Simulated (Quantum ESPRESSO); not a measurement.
A computed O K-edge spectrum of one site in a crystal of Ni and O, with its zero at a photon energy of about 530.2 eV (raw 539.1 eV, less 8.9 eV of added terms; uncertain by a few eV). Method: Quantum ESPRESSO XSpectra, PBE + U, full core hole (charged cell) in a small cell, dipole transitions, broadening that rises with energy.

Energy from the lowest empty level; intensity scaled to a mean of 1 over the first 20 eV:

```csv
E (eV),intensity
-2.00,0.04
-1.25,0.05
-0.50,0.08
0.25,0.18
1.00,0.70
1.75,1.53
2.50,0.61
3.25,0.79
4.00,1.26
4.75,1.77
5.50,1.98
6.25,1.65
7.00,1.78
7.75,2.25
8.50,2.07
9.25,1.55
10.00,1.15
10.75,0.84
11.50,0.67
12.25,0.64
13.00,0.68
13.75,0.70
14.50,0.66
15.25,0.60
16.00,0.53
16.75,0.48
17.50,0.45
18.25,0.42
19.00,0.41
19.75,0.41
20.50,0.42
21.25,0.44
22.00,0.47
22.75,0.50
23.50,0.54
24.25,0.58
25.00,0.63
25.75,0.71
26.50,0.81
27.25,0.92
28.00,1.02
28.75,1.08
29.50,1.07
30.25,0.99
31.00,0.88
31.75,0.77
```

What surroundings does the absorber have?

A K edge sees empty p states; the first features are O p mixed into the empty d states of the Ni neighbours, and the broad ones above probably into the cations' higher empty bands. It is atom 3 of NiO (Fm-3m), with 6 Ni at 2.09 Å (octahedral, site symmetry m-3m). Its main maxima below 24 eV lie at 1.5 eV (1.78), 5.3 eV (2.04), 7.9 eV (2.32) and 13.5 eV (0.70). A near-edge spectrum doesn't fix the structure by itself; it is matched against candidates. The spins start antiferromagnetically in a simple order, which needn't be the measured one; gap and edge can depend on it. The holes are only 5.9 Å apart, so the shape is probably not converged with cell size; no larger cell was run here. Lifetime broadening is put in by hand, and intensities beyond about 20 eV depend on it and on the partial waves; weight that the partial waves miss at high energy is lost. The structure is a published determination, not relaxed.

[Banner, clock and machine lines of the logs are left out without a mark of their own.]

[Logs are printed without paths, hosts, clocks, repeated set-up lines and the standing remarks that a program may print on its own settings, such as how far it seeks lower states.]

[Hosts, paths, dates, database ids (printed as entryN), source tags and the programs' standing remarks are cut or masked in the printed files.]

[Lists of maxima count a maximum above −3 eV only where it reaches 4 % of the highest in the window and stands out from its surroundings by 2 % of it (1.5 % where it reaches 55 %); shoulders and weaker maxima are passed over, and of the rest the first, up to two pre-edge ones and the few strongest are named.]
